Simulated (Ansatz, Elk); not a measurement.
**Bonding as seen by X-rays: ZrScTi4**

Structure refinements treat a crystal as free atoms side by side. For a made-up structure of ZrScTi4 (cell and positions from a r2SCAN relaxation) the runs below show what the calculated density changes in F(hkl).

Method: DFT, PBE, all-electron APW+lo, Dirac cores, scalar-relativistic bands, static density, no spin, in Elk 11.2.3 (patched build).

This account leaves out most program logs.

The structure was built from a prototype and need not be the compound's stable phase.

**1. The starting structure**

The structure is cubic, space group F-43m (No. 216). The conventional cell has a = 7.859 Å, b = 7.859 Å, c = 7.859 Å, α = 90.00°, β = 90.00°, γ = 90.00°. Nearest to Zr lie 12 Ti at 3.25 Å and 4 Sc at 3.40 Å. Ti has 6 Ti at 2.73 to 2.83 Å and 3 Zr at 3.25 Å and 3 Sc at 3.26 Å nearest. Nearest to Sc lie 12 Ti at 3.26 Å and 4 Zr at 3.40 Å. Farther neighbours are not listed.

**2. Ground state and structure factors**

An all-electron density is needed, since X-rays see the cores too. Task 0 finds the density and task 195 Fourier-transforms it; tshift is off so that phases refer to the origin typed.

elk.in reads:

```
tasks
  0
  195

xctype
  20

spinpol
  .false.

rgkmax
  7.0

gmaxvr
  14.0

lmaxo
  7

lmaxapw
  8

swidth
  0.002

tshift
  .false.

ramdisk
  .false.

hmaxvr
  5.5

maxscl
  120

epspot
  1e-06

sppath
  './'

avec
  -0.00000000000 7.42544766343 7.42544766343
  7.42544766343 0.00000000000 7.42544766343
  7.42544766343 7.42544766343 -0.00000000000

atoms
  3
  'Zr.in'
  1
  0.2500000000 0.2500000000 0.2500000000   0.000000 0.000000 0.000000
  'Ti.in'
  4
  0.6228983291 0.1313050127 0.6228983291   0.000000 0.000000 0.000000
  0.1313050127 0.6228983291 0.6228983291   0.000000 0.000000 0.000000
  0.6228983291 0.6228983291 0.6228983291   0.000000 0.000000 0.000000
  0.6228983291 0.6228983291 0.1313050127   0.000000 0.000000 0.000000
  'Sc.in'
  1
  0.0000000000 0.0000000000 -0.0000000000   0.000000 0.000000 0.000000

ngridk
  5 5 5
```

Command:

```console
> OMP_NUM_THREADS=4 elk
```

Wall time 35 s (4 threads of Intel Xeon at 2.60GHz (Ice Lake), shared host); peak memory 0.25 GiB.

SFACRHO.OUT:

```text

h k l indices transformed by vhmat matrix:
   1.000000000       0.000000000       0.000000000    
   0.000000000       1.000000000       0.000000000    
   0.000000000       0.000000000       1.000000000    

      h      k      l  multipl.   |H|            Re(F)            Im(F)           |F|

      0      0      0      1   0.0000000       149.00000      0.36935544E-16   149.00000    
      0      1      0      4  0.73280405      -10.231967       9.8509540       14.203325    
      0     -1      0      4  0.73280405      -10.231967      -9.8509540       14.203325    
      1      0      1      6  0.84616923      -15.569440      0.19879528E-13   15.569440    
     -2     -1     -1     12   1.1966640       47.962400      0.36859000E-13   47.962400    
      1      0      2     12   1.4032129       36.341590      -52.947275       64.219351    
     -2     -1      0     12   1.4032129       36.341590       52.947275       64.219351    
      0     -2      0      4   1.4656081      -15.843965      -61.019996       63.043407    
      0      0      2      4   1.4656081      -15.843965       61.019996       63.043407    
      0     -2     -2      6   1.6923385      -14.812442     -0.97756449E-13   14.812442    
      2     -1      0     12   1.8441831      -5.2061296       7.3134579       8.9772185    
      0      1     -2     12   1.8441831      -5.2061296      -7.3134579       8.9772185    
     -2     -1      1     24   1.8920919      -16.353851     -0.57176262E-14   16.353851    
      1      1     -2     12   2.0726828       38.850234      -2.6789412       38.942489    
      3      0      1     12   2.0726828       38.850234       2.6789412       38.942489    
      3      0      0      4   2.1984121       27.239979      -45.640579       53.151471    
     -3     -2      0     12   2.1984121       30.910784      -41.963618       52.119303    
     -3     -3     -1     12   2.1984121       30.910784       41.963618       52.119303
```

Elk indexes on the primitive cell of elk.in and gives |H| = 4π sin θ/λ in inverse bohr. Below, one row stands for each form hkl of the conventional cell (m members, Friedel mates merged), F is for one primitive cell and the density is static (no thermal factor). Free-atom factors are Waasmaier and Kirfel's, and R is Σm||F|−|F'||/Σm|F|.

```csv
hkl,m,sin θ/λ (Å⁻¹),"abs F, DFT",neutral atoms,diff.,abs of complex diff.
111,8,0.110,14.203,14.111,+0.093,0.253
200,6,0.127,15.569,15.561,+0.009,0.009
220,12,0.180,47.962,48.061,-0.098,0.098
311,24,0.211,64.219,64.753,-0.534,0.538
222,8,0.220,63.043,63.680,-0.636,0.645
400,6,0.255,14.812,15.100,-0.288,0.288
331,24,0.277,8.977,8.914,+0.063,0.082
420,24,0.284,16.354,16.345,+0.009,0.009
422,24,0.312,38.942,38.845,+0.098,0.110
333,8,0.331,53.152,53.119,+0.033,0.038
511,24,0.331,52.119,52.014,+0.106,0.107
440,12,0.360,82.794,82.677,+0.118,0.118
531,48,0.376,10.793,10.771,+0.022,0.048
442,24,0.382,12.419,12.399,+0.021,0.042
```

**3. The highest occupied states alone**

An energy window below the Fermi level keeps the highest occupied states, to see at which angles they scatter; shallow core shells can lie inside it and anion s states outside. No new self-consistency is needed.

elk.in, as its differences from that of step 2:

```diff
@@ -1,3 +1,2 @@
 tasks
-  0
   195
@@ -40,2 +39,5 @@
 
+wsfac
+  -0.109830 0.557660
+
 sppath
```

Command:

```console
> OMP_NUM_THREADS=4 elk
```

Run time: 12 s. Hardware: 4 threads; peak memory 0.18 GiB; 14 s of CPU time.

States within 10 eV below the Fermi level hold 23.00 electrons; any levels below the window count with the cores. Their amplitudes can exceed the total, where window and core parts have opposite phase:

```csv
hkl,sin θ/λ (Å⁻¹),"abs F, window","abs F, all"
111,0.110,2.443,14.203
200,0.127,0.173,15.569
220,0.180,0.814,47.962
311,0.211,1.595,64.219
222,0.220,2.523,63.043
400,0.255,1.837,14.812
331,0.277,0.808,8.977
420,0.284,0.030,16.354
422,0.312,0.322,38.942
333,0.331,0.931,53.152
```

**4. Another functional**

The difference from free atoms is small, so it is set against the change that PBEsol makes.

elk.in, as its differences from that of step 3:

```diff
@@ -1,2 +1,3 @@
 tasks
+  0
   195
@@ -4,3 +5,3 @@
 xctype
-  20
+  22
 
@@ -39,5 +40,2 @@
 
-wsfac
-  -0.109830 0.557660
-
 sppath
```

Command:

```console
> OMP_NUM_THREADS=4 elk
```

Elapsed: 35 s, on 4 threads; peak memory 0.25 GiB.

Against the first run R = 0.02 %; the largest change is -0.038 at 440.

**5. Basis size**

A smaller basis shows how fast F responds to it; the change is likely larger than the basis error of the first run, but doesn't show convergence.

elk.in, as its differences from that of step 4:

```diff
@@ -5,3 +5,3 @@
 xctype
-  22
+  20
 
@@ -11,3 +11,3 @@
 rgkmax
-  7.0
+  5.5
```

Command:

```console
> OMP_NUM_THREADS=4 elk
```

The job ended after 29 s (4 threads; peak memory 0.24 GiB; 65 s of CPU time).

Against the first run R = 0.03 %; the largest change is +0.148 at 440.

**6. Settings against the effect**

```csv
run,R against the first run (%),"R against neutral atoms, low angle (%)",wall time
"PBE, rgkmax 7",0.00,0.66,35 s
PBEsol,0.02,0.69,35 s
rgkmax 5.5,0.03,0.77,29 s
```

**7. What came out**

| Quantity | Value |
| --- | --- |
| R against neutral atoms, sin θ/λ < 0.3 Å⁻¹ | 0.66 % |
| R against neutral atoms, 0.3 to 0.82 Å⁻¹ | 0.19 % |

What this shows: Independent neutral atoms miss the calculated amplitudes by R = 0.66 % below 0.3 Å⁻¹ and 0.19 % from there to 0.82 Å⁻¹; by shells, 0.38 % below 0.15 Å⁻¹ (2 forms), 0.68 % 0.15 to 0.3 (6 forms), 0.18 % 0.3 to 0.45 (11 forms), 0.20 % above 0.45 (65 forms). Bonding, aspherical density and the tables' own atoms all enter these figures, and the runs don't part them. The largest change of an amplitude is -0.64 electrons, at 222. R counts amplitudes alone; phases shift too. The window's part falls from 23.0 electrons at the origin to at most 0.43 between 0.45 and 0.82 Å⁻¹. Below 0.3 Å⁻¹ the changes that finished (PBEsol and rgkmax 5.5) move F by R = 0.11 % at most, against the 0.66 % that separates it from free atoms. The k-mesh has no finished test. These runs have no spin, though d or f shells may be open. Part of the difference isn't bonding: the tables are fits to free atoms and ions calculated by other methods than this functional. Thermal motion, anomalous dispersion and extinction are left out.

[Logs are printed without paths, hosts, clocks, repeated set-up lines and the standing remarks that a program may print on its own settings, such as how far it seeks lower states.]

[Hosts, paths, dates, database ids (printed as entryN), source tags and the programs' standing remarks are cut or masked in the printed files.]
